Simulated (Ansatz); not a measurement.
# Lattice dynamics of HfGe (model cell, started as zinc blende), part 2 of 2

How does HfGe (model cell, started as zinc blende) vibrate, and is this structure a minimum?

Ansatz 0.2.0; DFT PBEsol, scalar-relativistic, plane waves, PAW.

So far. Step 3 (Relaxation, k-mesh 10×10×10, smearing width 0.01 eV): Little changed from the start: no atom moved by 0.005 Å and no cell edge by 0.1 %. The relaxed cell has a = 6.021 Å (conventional setting).

The structure was built from a prototype and need not be the compound's stable phase.

## Step 4: Tight relaxation

Phonons need a cell at rest on their own settings, so the relaxation is repeated with tight tolerances on forces and stress, using the mesh and the filling of the phonon run that follows.

input.yaml reads:

```yaml
crystal:
  lattice:
    - [0.0, 3.0103292856, 3.0103292856]
    - [3.0103292856, 0.0, 3.0103292856]
    - [3.0103292856, 3.0103292856, 0.0]
  atoms:
    - { symbol: Hf, position: [0.0, 0.0, 0.0] }
    - { symbol: Ge, position: [0.25, 0.25, 0.25] }
kpoints:
  mp_grid: { grid: [12, 12, 12] }
hamiltonian:
  xc: pbesol
scf:
  occupations: { method: gaussian, width: 0.01 }
output:
  forces: true
  stress: true
  eigenvalues: true
relax:
  adjacent_minimum: "off"
  f_tol: 0.001
  max_steps: 60
  cell: { stress_tol: 0.01 }
```

The run is started by

```console
$ ansatz run input.yaml --threads 4 --pin off --max-ram 7168MiB --backend cpu --events-out ev --progress --plain --runs-dir out
```

Numbers of over 12 decimals in the logs are rounded to 6 here.

The program printed:

```text
[...]
Crystal: 2 atoms, lattice volume = 54.560 Å³
Basis set: ecut = 420 eV, 1067 PW (Γ), exchange–correlation on 60×60×60 points (8 copies of the dense FFT grid, shifted against one another)
Bands: 24, of which v1, the nominal top of the filled ones, is band 20 counted from 1 (19 counted from 0)
Symmetry: 24 space group operations
[...]
k-points: 72 of 1728 (time reversal used)
[...]
k-point 71: bands = [... 16 lower, 3.1247, 8.0962, 8.1907, 10.0246, 10.5876, 12.2372, 12.6549, 13.6402]
--- Relaxed structure (3 steps of the walk, 3 accepted, 1 SCFs on fresh bases) ---
[...]
cell:  # Å, volume = 54.5778 Å³
    - [0, 3.010662, 3.010662]
    - [3.010662, 0, 3.010662]
    - [3.010662, 3.010662, 0]
  atoms:
    - { symbol: Hf, position: [0, 0, 0] }
    - { symbol: Ge, position: [0.25, 0.25, 0.25] }
[key lines of the parts left out:]
SCF converged after 5 iterations
Free energy (F): -19850.687862 eV
Fermi energy:    10.327119 eV
P = ⅓ Tr σ = 0.0001 GPa (0.001 kbar)
```

The job ended after 24 s (4 threads of Intel Xeon 6975P-C (Granite Rapids), shared host; peak memory 0.51 GiB).

Little changed from the start: no atom moved by 0.005 Å and no cell edge by 0.1 %.

This step gave:

```yaml
pressure: 7.04e-5 GPa
volume_per_atom: 27.29 Å³
gap_on_the_k_mesh: 0.07647 eV
direct_gap_on_mesh: 0.07647 eV
```

The forces vanish by symmetry and the pressure is 0.000 GPa, within the tolerances set. The cell now holds 27.29 Å³/atom.

## Step 5: Phonons on a q mesh

Stability and thermal properties need the whole zone. Linear response on a 4×4×4 q mesh gives force constants as far as a supercell of that size would.

input.yaml reads:

```yaml
crystal:
  lattice:
    - [0.0, 3.0106617455, 3.0106617455]
    - [3.0106617455, 0.0, 3.0106617455]
    - [3.0106617455, 3.0106617455, 0.0]
  atoms:
    - { symbol: Hf, position: [0.0, 0.0, 0.0] }
    - { symbol: Ge, position: [0.25, 0.25, 0.25] }
kpoints:
  mp_grid: { grid: [12, 12, 12] }
hamiltonian:
  xc: pbesol
scf:
  occupations: { method: gaussian, width: 0.01 }
output:
  eigenvalues: true
phonons:
  method: dfpt
  qmesh: [4, 4, 4]
  temperatures: { t_max: 1000, t_step: 50 }
  qpath:
    path:
      - [[0.0, 0.0, 0.0], [-0.5, -0.5, 0.0], [-0.375, -0.375, 0.25]]
      - [[-0.375, 0.0, 0.375], [0.0, 0.0, 0.0], [0.0, 0.0, 0.5], [-0.5, -0.25, 0.25], [-0.5, -0.5, 0.0]]
    npoints: 10
```

The program printed:

```text
Warning: phonons: the dynamical matrix that this run interpolates holds no multipole term above the dipole-dipole one, and a site of this crystal is no centre of inversion, so its interpolated transverse optical and acoustic branches and sound speeds can stay off near Gamma, and the density of states and the thermodynamics with them. What a run solves at a wave vector of phonons.qpoints, Gamma apart, where the deck admits one, is free of this, and under fd what a larger phonons.supercell samples
[...]
Crystal: 2 atoms, lattice volume = 54.578 Å³
Basis set: ecut = 420 eV, 1067 PW (Γ), exchange–correlation on 60×60×60 points (8 copies of the dense FFT grid, shifted against one another)
Bands: 24, of which v1, the nominal top of the filled ones, is band 20 counted from 1 (19 counted from 0)
Symmetry: 24 space group operations
k-points: 72 of 1728 (time reversal used)
[...]
SCF iter   1: F=—  HF=-19850.689234 eV  |F-HF|=—  |Δ(HF+E_count)|=         —  Δρ=4.12e-3  dr2=1.03e-2  ethr=1.77e-3  ⟨swp⟩=4.7  Hψ=6582  notcnv=0
[...]
SCF iter   9: F=-19850.687862 eV  HF=-19850.687862 eV  |F-HF|=7.28e-12  |Δ(HF+E_count)|=  3.64e-11  Δρ=1.08e-7  dr2=2.83e-12  ethr=1.00e-12  ⟨swp⟩=6.0  Hψ=8492  notcnv=0
SCF 1 converged in 9 iterations: F = -19850.687862 eV  dr2 = 2.83e-12
[...]
SCF iter   3: F=-19850.687862 eV  HF=-19850.687862 eV  |F-HF|=7.28e-12  |Δ(HF+E_count)|=  4.00e-11  Δρ=1.29e-7  dr2=8.10e-12  ethr=1.00e-12  ⟨swp⟩=2.0  Hψ=5360  notcnv=0
SCF 2 converged in 3 iterations: F = -19850.687862 eV  dr2 = 8.10e-12
k-points: 280 of 1728 (irreducible under 4 space group operations, time reversal used)
[...]
SCF iter   3: F=-19850.687862 eV  HF=-19850.687862 eV  |F-HF|=1.82e-11  |Δ(HF+E_count)|=  2.91e-11  Δρ=1.80e-7  dr2=1.78e-11  ethr=1.00e-12  ⟨swp⟩=1.6  Hψ=15124  notcnv=0
SCF 3 converged in 3 iterations: F = -19850.687862 eV  dr2 = 1.78e-11
NSCF: frozen V_eff on 280 k-points
[...]
DFPT response loops at Γ: preconditioner auto → Resta (q_TF=auto, 2.591 Å⁻¹)  ε∞=28.0 (no band partly filled); β = 1.00, the filter's whole step (`scf.mixing.beta` (0.50) is not read by the response loops at its default; to damp them type it under 1.00, their step now; it binds the ground state too); Broyden in place of MSR1
── the response to a field inside a basis, on 14×14×14 k-points: an SCF that follows is theirs, and a resumed run solves both again ──
Bands: 21, of which v1, the nominal top of the filled ones, is band 20 counted from 1 (19 counted from 0)
k-points: 280
[...]
Eigensolver: Dense (280 Hₖ)
SCF iter   1: F=—  HF=-19850.685279 eV  |F-HF|=—  |Δ(HF+E_count)|=         —  Δρ=8.24e-5  dr2=1.56e-6  ethr=1.00e-1
[...]
SCF iter   4: F=-19850.685277 eV  HF=-19850.685277 eV  |F-HF|=5.89e-8  |Δ(HF+E_count)|=   5.56e-8  Δρ=1.20e-5  dr2=8.43e-8  ethr=3.16e-10
SCF 1 converged in 4 iterations: F = -19850.685277 eV  dr2 = 8.43e-8
[...]
DFPT response loops at q = (0, 0, 0) (fractional): preconditioner auto → Resta (q_TF=auto, 2.591 Å⁻¹)  ε∞=28.0 (no band partly filled); β = 1.00, the filter's whole step (`scf.mixing.beta` (0.50) is not read by the response loops at its default; to damp them type it under 1.00, their step now; it binds the ground state too); Broyden in place of MSR1
[...]
SCF converged after 9 iterations
Free energy (F): -19850.687862 eV
[...]
Internal energy: -19850.687862 eV  (E = F + TS)
E sigma→0 (E₀):  -19850.687862 eV
Fermi energy:    10.327119 eV
[...]
--- Band table (eV; the first three rows and the last of 72) ---
  k-point 0: bands = [... 16 lower, 1.3152, 8.9607, 8.9607, 8.9607, 12.0627, 12.0627, 13.7081, 17.7124]
  k-point 1: bands = [... 16 lower, 1.3876, 8.7980, 8.9976, 8.9976, 12.0232, 12.0232, 13.9884, 17.1468]
  k-point 2: bands = [... 16 lower, 1.5940, 8.4208, 9.0922, 9.0922, 11.9529, 11.9529, 14.6471, 15.9223]
  k-point 71: bands = [... 16 lower, 3.1247, 8.0962, 8.1907, 10.0246, 10.5876, 12.2372, 12.6549, 13.6402]
--- Phonons (Γ-DFPT): 2 representative perturbations + reference (Σ response iterations 6) ---
  ASR residual: 4.759e-6 → 0.000e0 eV/Å²; symmetrization residual: 2.226e-6 eV/Å²
  ASR residual per site (eV/Å²): 3.38e-6 4.76e-6
  Γ frequencies (cm⁻¹): 0.00 0.00 0.00 203.52 203.52 203.52
  Unit cell's response to a homogeneous field: 3 representative field directions (Σ response iterations 15)
  ε∞ (high-frequency dielectric tensor):
       47.864282     0.000000    -0.000000
        0.000000    47.864282    -0.000000
       -0.000000    -0.000000    47.864282
  ε⁰ (static dielectric tensor): not given — the deck does not say what the cell's rigid motions are, and on a molecule in a box or a wire the rigid rotations would enter the sum over the modes at Γ. For a crystal or a slab, whose only rigid motions are the translations, set phonons.rigid_motions: translations.
  Born effective charges Z* (e; rows j = field, columns β = displacement):
    site 0:
         5.21506    0.00000    0.00000
        -0.00000    5.21506    0.00000
        -0.00000    0.00000    5.21506
    site 1:
        -5.21506   -0.00000   -0.00000
         0.00000   -5.21506   -0.00000
         0.00000   -0.00000   -5.21506
  Z* charge neutrality: 1.045e-3 e pre-enforcement
  solved inside a basis spanned on the 12×12×12 k-mesh, on 14×14×14 k-points transformed towards the longest dipole: ε∞ is read to err by 1.8e-1, Z* by 3.1e-2 e; Z* is corrected for what the basis lacks
  optical modes at Γ without the LO–TO term, one row a degenerate level:
      ω (cm⁻¹)  modes    IR ((D/Å)²/amu)
        203.52      3            36.4633
  optical modes at Γ + LO–TO along q̂ = [1.0000, 0.0000, 0.0000]:
      ω (cm⁻¹)  modes    IR ((D/Å)²/amu)
        203.52      2            24.3089
        226.59      1            12.1544
  optical modes at Γ + LO–TO along q̂ = [0.0000, 1.0000, 0.0000]:
      ω (cm⁻¹)  modes    IR ((D/Å)²/amu)
        203.52      2            24.3089
        226.59      1            12.1544
  optical modes at Γ + LO–TO along q̂ = [0.0000, 0.0000, 1.0000]:
      ω (cm⁻¹)  modes    IR ((D/Å)²/amu)
        203.52      2            24.3089
        226.59      1            12.1544
--- Phonons (arbitrary-q DFPT): 8 irreducible q on the 4×4×4 mesh ---
  q = [0.0000, 0.0000, 0.0000] (star 1, of the zone-centre solve; hermiticity 5.66e-7, symmetrization 2.47e-12): -0.00 0.00 0.00 203.52 203.52 203.52
  q = [0.0000, 0.0000, 0.2500] (star 8, 2 solved perturbations on 936 of 1728 k-point pairs; hermiticity 5.41e-7, symmetrization 4.81e-12): -13.27 -13.27 69.25 206.48 206.48 225.58
[...]
q = [0.0000, 0.2500, 0.2500] (star 6, 4 solved perturbations in 1608 linear systems a pass and spin channel, the states on 510 of 1728 k-point pairs; hermiticity 1.17e-6, symmetrization 1.55e-12): -12.98 -12.98 75.08 202.24 202.24 224.45
[...]
sum rule: each row above includes the acoustic sum rule's correction from the zone centre's row sums; it moved no ω² by more than (0.13 cm⁻¹)²
  mesh force constants: q→R imaginary residual 2.54e-18; ASR residual 4.759e-6 → 0.000e0 eV/Å²; symmetrization residual 5.329e-15 eV/Å²
  interpolated dispersion: 63 rows × 6 modes
  density of states and harmonic sums: on the 20×20×20 q-mesh, interpolated from the force constants of a 4×4×4 supercell (with the dipole–dipole term)
  largest difference from the sums on the solved wave vectors: F 7.38e-2 eV, S 8.81e-5 and C_V 1.44e-5 eV/K
  zero-point energy: 0.044782 eV/cell   skipped modes (ω ≤ 0): 286, of them read as no rigid motion or as one in doubt: 283 (1.025e0 modes/cell left out, lowest -19.51 cm⁻¹)   left out of the sums: 1.71e-1 of the cell's modes: C_V's classical limit lies that fraction below 3 k_B per atom; for a crystal, a wire or a layer, F and S can be off by more, and a phonons.interpolated_qmesh denser along its periods is the remedy for the sampling
```

The job ended after 14 min (4 threads; peak memory 4.5 GiB).

Numbers from this step:

* sum-rule residual before enforcement: 4.76e-6 eV/Å²
* miss of the charge sum rule: 0.001045 e
* estimated error of the dielectric tensor: 0.1811
* estimated error of the Born charges: 0.03062 e
* lowest frequency on the path: -19.51 cm⁻¹
* point group: -43m
* highest frequency on the path or at a solved wavevector: 228.9 cm⁻¹
* highest optical mode at the zone centre (no LO-TO term): 203.5 cm⁻¹
* lowest optical zone-centre mode: 203.5 cm⁻¹
* mean high-frequency dielectric constant: 47.86
* largest Born charge (third of the trace): 5.215 e
* top of the zone-centre spectrum with the field: 226.6 cm⁻¹
* lowest mode on the q mesh (acoustic modes at Γ apart): -13.27 cm⁻¹

Optical modes at the zone centre, without and with the macroscopic field of the longitudinal modes; each column is sorted by frequency, so a row need not hold one and the same mode. Modes with and without the field, by row:

```csv
rank among optical modes,no field (cm⁻¹),"q along (1, 0, 0) (cm⁻¹)"
1,203.5,203.5
2,203.5,203.5
3,203.5,226.6
```

Born charge (rows field, columns displacement) (e), principal values of the symmetric part by kind of site:

```csv
atom,atoms with these values,low,middle,high,mean
Hf1,1,5.22,5.22,5.22,5.22
Ge2,1,-5.22,-5.22,-5.22,-5.22
```

In full for Ge2:

```
-5.22  0.00  0.00
 0.00 -5.22  0.00
 0.00  0.00 -5.22
```

High-frequency dielectric tensor:

```
47.86  0.00  0.00
 0.00 47.86  0.00
 0.00  0.00 47.86
```

Transverse modes. Infrared lines, with heights relative to the strongest:

```csv
position (cm⁻¹),label,relative intensity
204,T2,100
```

Frequencies (cm⁻¹) solved at each irreducible wavevector; negative means imaginary. Frequencies by wavevector, by row:

```csv
q in reciprocal lattice units,star,mode 1,mode 2,mode 3,mode 4,mode 5,mode 6
0 0 0,1,0,0,0,203.5,203.5,203.5
0 0 0.25,8,-13.3,-13.3,69.2,206.5,206.5,225.6
0 0 -0.5,4,5.6,5.6,101.4,207.2,207.2,211
0 0.25 0.25,6,-13,-13,75.1,202.2,202.2,224.4
0 0.25 -0.5,24,5,8.6,111.6,198.8,200.9,205.1
0 0.25 -0.25,12,-13.2,19.8,101.5,200.8,204,211.3
0 -0.5 -0.5,3,-6.7,-6.7,127.8,191.4,193.8,193.8
0.25 -0.5 -0.25,6,-11.8,7.2,122.7,191.4,197.1,198.1
```

Interpolated from a 4×4×4 q mesh, with the LO-TO term (at Γ the limit along the path; where Γ stands inside the path, tables give the limit on arrival). The phonon branches at the labelled points (cm⁻¹):

```csv
point,branch 1,branch 2,branch 3,branch 4,branch 5,branch 6
Γ,0,0,0,204,204,227
halfway,-13,-13,75,202,202,224
X,-7,-7,128,191,194,194
halfway,-8,-6,126,193,194,195
U,-9,-8,122,194,197,198
jump to K,-9,-8,122,194,197,198
halfway,-18,22,80,204,206,221
Γ,0,0,0,204,204,227
halfway,-13,-13,69,206,206,226
L,6,6,101,207,207,211
halfway,-3,10,112,199,203,205
W,-12,7,123,191,197,198
halfway,-9,4,125,193,194,197
X,-7,-7,128,191,194,194
```

The phonon branches as a text plot (rows in cm⁻¹):

```
    224 |*******                ***************
    213 |       **           ***               ******
    203 |***********      **********************************
    193 |         ***********                          **********
    182 |
    172 |
    162 |
    151 |
    141 |
    131 |            ***                                      ***
    120 |         ***   ****                            ******
    110 |                   ***                     ****
    100 |        *                             *****
     89 |       *              *              *
     79 |      *                *            *
     68 |                        *          *
     58 |    **                            *
     48 |   *                     **      *
     37 |
     27 |  *                   **   *    *
     17 | *                  **  *** *  *
      6 |                   *       **         ***************
     -4 |**      ************        ****     *       **      ***
    -14 |  ******            ********    *****          ******
         Γ           X  U|K            Γ         L        W     X
```

The phonon density of states has structure finer than the step of the table below, so its rows give means over 10 cm⁻¹, whole bins alone (the curve runs from -19 to 229 cm⁻¹). Peaks (cm⁻¹: height): -7.0: 0.0935, 11.0: 0.0786, 205.0: 0.279.

Tetrahedra on a 20×20×20 mesh, mean over bins of 2 cm-1. Interpolated from a 4×4×4 q mesh. Table of phonon density of states by wavenumber; means over each step:

```csv
wavenumber (cm⁻¹),phonon density of states (1/cm⁻¹/cell)
-10,0.0691
0,0.0430
10,0.0620
20,0.0157
30,7.5e-4
40,0.00135
50,0.00213
60,0.00315
70,0.00455
80,0.00660
90,0.0101
100,0.0193
110,0.0250
120,0.0249
130,0.00178
140,0
150,0
160,0
170,0
180,0
190,0.0216
200,0.175
210,0.0740
220,0.0200
```

Phonopy on the run's constants, 17x17x17 mesh, Gaussian sigma 2.0 cm-1. Interpolated from a 4×4×4 q mesh. Table of partial phonon density of states by wavenumber; read off at these points; values in 1/cm⁻¹/cell:

```csv
wavenumber (cm⁻¹),Ge,Hf
-25.0,1.9e-5,5.3e-5
-20.0,0.00254,0.00563
-15.0,0.0116,0.0257
-10.0,0.0238,0.0530
-8.4,0.0272,0.06
-6.7,0.0272,0.0594
-5.0,0.0231,0.0501
0.0,0.00698,0.0151
5.0,0.0168,0.0358
8.9,0.0236,0.0510
10.0,0.0228,0.0500
15.0,0.0121,0.0279
20.0,0.00493,0.0119
25.0,5.3e-4,0.00130
30.0,2.8e-4,7.1e-4
35.0,2.0e-4,5.1e-4
40.0,5.4e-4,0.00141
45.0,5.1e-4,0.00137
50.0,4.4e-4,0.00118
55.0,8.7e-4,0.00241
60.0,6.6e-4,0.00187
65.0,0.00103,0.00302
70.0,0.00113,0.00340
75.0,0.00126,0.00400
80.0,0.00169,0.00566
85.0,0.00144,0.00512
90.0,0.00238,0.00915
95.0,0.00214,0.00924
100.0,0.00339,0.0165
105.0,0.00359,0.0211
110.0,0.00282,0.0212
115.0,0.00214,0.0236
120.0,0.00116,0.0255
125.0,2.2e-4,0.0128
130.0,8.8e-6,7.9e-4
135.0,0,0
140.0,0,0
145.0,0,0
150.0,0,0
155.0,0,0
160.0,0,0
165.0,0,0
170.0,0,0
175.0,0,0
180.0,0,0
185.0,9.4e-6,0
190.0,0.00817,0.00278
195.0,0.0704,0.0241
200.0,0.127,0.0451
204.1,0.156,0.0593
205.0,0.144,0.0544
210.0,0.0417,0.0105
215.0,0.0203,0.00470
220.0,0.0151,0.00420
225.0,0.0152,0.00507
230.0,0.00584,0.00214
235.0,3.1e-5,1.7e-5
240.0,0,0
```

Second derivatives of the energy by pair, one row for each kind of neighbour of each atom listed. Each entry sums the pair over the periodic images of the supercell that the q mesh stands for, and in a polar crystal it holds the long-range dipole part too. Force constants by pair, by row:

```csv
atom,neighbour,distance (Å),third of the trace (eV/Å²),along the pair's line (eV/Å²)
Hf1,itself,0,8.983,–
Hf1,Ge,2.607,-2.142,-6.117
Hf1,Hf,4.258,0.0219,-0.1863
Hf1,Ge,4.993,-0.0408,0.1522
Hf1,Hf,6.021,-0.083,-0.2743
Hf1,Ge,6.562,0.0502,0.115
Hf1,Hf,7.375,-0.0296,-0.0859
Ge2,itself,0,8.409,–
Ge2,Hf,2.607,-2.142,-6.117
Ge2,Ge,4.258,0.0414,-0.3816
Ge2,Hf,4.993,-0.0408,0.1522
Ge2,Ge,6.021,-0.062,-0.1246
Ge2,Hf,6.562,0.0502,0.115
Ge2,Ge,7.375,-0.0147,-0.0736
```

Symmetry leaves 8 wavevectors to solve. The lowest mode among them, the acoustic zeros apart, lies at q = (0, 0, 0.25) and is imaginary, 13.3i cm⁻¹, so the energy falls along it. Between them the interpolated path dips to 20i cm⁻¹.

## Step 6: Results

```json
{"space group after relaxation (within 0.01 Å)": "F-43m", "volume per atom": "27.3 Å³", "gap on the k-mesh": "0.0765 eV", "highest optical mode at the zone centre (no LO-TO term)": "204 cm⁻¹", "top of the zone-centre spectrum with the field": "227 cm⁻¹", "lowest optical zone-centre mode": "204 cm⁻¹", "mean high-frequency dielectric constant": "47.9", "largest Born charge (third of the trace)": "5.22 e", "lowest mode on the q mesh (acoustic modes at Γ apart)": "-13.3 cm⁻¹", "highest frequency on the path or at a solved wavevector": "229 cm⁻¹", "imaginary modes on the 4×4×4 q mesh": "yes"}
```

What this shows: Modes are clearly imaginary (beyond 10i cm⁻¹) at 4 of the 8 irreducible wavevectors, most at q = (0, 0, 0.25) (13.3i cm⁻¹), so this structure is not a minimum of the energy. Without the field, the optical modes at Γ form one degenerate level at 204 cm⁻¹. With the macroscopic field of the longitudinal modes the top of the zone-centre spectrum lies at 227 cm⁻¹, against 204 cm⁻¹ without it. The strongest infrared line is at 204 cm⁻¹. The program warns that the interpolation holds no quadrupole term, so branches close to Γ can be off in this crystal. So large a dielectric constant goes with a nearly closed gap, and the tensors of the field response are rough. Spin-orbit coupling is left out, which can matter for the heavy elements here. The starting cell was built on a prototype and not taken from a measurement, so the phase need not exist. These are harmonic frequencies at zero temperature: anharmonic shifts, linewidths and thermal expansion are left out.

[Logs are printed without paths, hosts, clocks, repeated set-up lines and the standing remarks that a program may print on its own settings, such as how far it seeks lower states.]

[Hosts, paths, dates, database ids (printed as entryN), source tags and the programs' standing remarks are cut or masked in the printed files.]
